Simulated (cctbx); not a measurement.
# Occupancies in NdReTeSe

Cell a = 3.9650 Å, b = 24.4460 Å, c = 4.0660 Å, α = 90.00°, β = 90.00°, γ = 90.00°; space group Cmcm (no. 63); nominal formula NdReTeSe.

Simulated single-crystal data (cctbx): Mo Kα, λ = 0.71073 Å, to d = 0.84 Å, 80 % of the full sphere, strongest reflection 5000 counts, noise from counting, a 6 % proportional error and a noise floor of 4 counts (s.d.); no absorption, and some extinction, which the refinements don't model.

With every site full:

```text
Rint 0.056, 233 unique reflections to 0.84 A
cycle     R1     wR2    GooF  max shift (A)
   1  0.1014  0.2464   5.073   0.00377
   2  0.0340  0.1007   2.073   0.00000
final R1 0.0340 wR2 0.1007 GooF 2.073  parameters 16  data/parameter 14.6
atom        x        y        z      Ueq    occ   su(xyz)  su(Uiso or U11)
Re1    0.50000  0.57014  0.75000   0.0070  1.000  0.00005  0.0008
Nd1    0.00000  0.82337  0.75000   0.0146  1.000  0.00008  0.0011
Te1    0.50000  0.92475  0.75000   0.0058  1.000  0.00009  0.0011
Se1    0.00000  0.70482  0.75000   0.0077  1.000  0.00014  0.0016
difference map: max 4.00 min -3.75 rms 0.65
Q1    0.0000  0.4334  0.7500    4    4.00  0.21 A from Te1
Q2    0.0000  0.0737  0.7500    4    3.32  0.09 A from Re1
Q3    0.0000  0.2730  0.2500    4    1.88  0.54 A from Se1
Q4    0.0000  0.4072  0.2500    4    1.48  2.06 A from Re1
Q5    0.0000  0.2008  0.7500    4    1.27  1.98 A from Se1
Q6    0.2192  0.1074  0.0154   16    1.15  1.66 A from Re1
```

With the occupancies of the suspect sites free, each still typed as its main element:

```text
Rint 0.056, 233 unique reflections to 0.84 A
cycle     R1     wR2    GooF  max shift (A)
   1  0.0673  0.1806   3.727   0.00027
  20  0.0185  0.0437   0.902   0.00003
final R1 0.0185 wR2 0.0436 GooF 0.899  parameters 17  data/parameter 13.7
atom        x        y        z      Ueq    occ   su(xyz)  su(Uiso or U11)
Re1    0.50000  0.57017  0.75000   0.0099  1.000  0.00002  0.0003
Nd1    0.00000  0.82331  0.75000   0.0096  0.865  0.00004  0.0005
Te1    0.50000  0.92484  0.75000   0.0086  1.000  0.00004  0.0005
Se1    0.00000  0.70485  0.75000   0.0106  1.000  0.00006  0.0007
su of occupancy Nd1: 0.005
difference map: max 1.52 min -1.43 rms 0.32
Q1    0.0000  0.2559  0.2500    4    1.54  0.96 A from Se1
Q2    0.0000  0.4090  0.2500    4    1.44  2.05 A from Re1
Q3    0.0000  0.2515  0.7500    4    0.89  2.29 A from Se1
Q4    0.0000  0.1004  0.2500    4    0.89  1.87 A from Nd1
Q5    0.0000  0.4364  0.0149    8    0.88  1.11 A from Te1
Q6    0.0000  0.1996  0.7500    4    0.85  1.99 A from Se1
```

**Question.** What is the disorder?

X-rays count electrons. Nd1 refines to 0.865(0.005), or 51.9 electrons; the site truly holds 0.85 Nd, 51.0 electrons, which is 0.850 of Nd. A value under 1 can't tell vacancies from a lighter guest, and one over 1 needs a heavier guest; chemistry or a second radiation must settle which. Occupancy correlates with U and the scale, so the match is approximate.

Freeing them takes R1 from 0.0340 to 0.0185 and GooF from 2.07 to 0.90.

The model was made for the exercise: a known structure type with other elements put in, its volume estimated, not relaxed; displacement parameters are assumed.

[Middle refinement cycles are left out of these outputs.]

[Logs are printed without paths, hosts, clocks, repeated set-up lines and the standing remarks that a program may print on its own settings, such as how far it seeks lower states.]
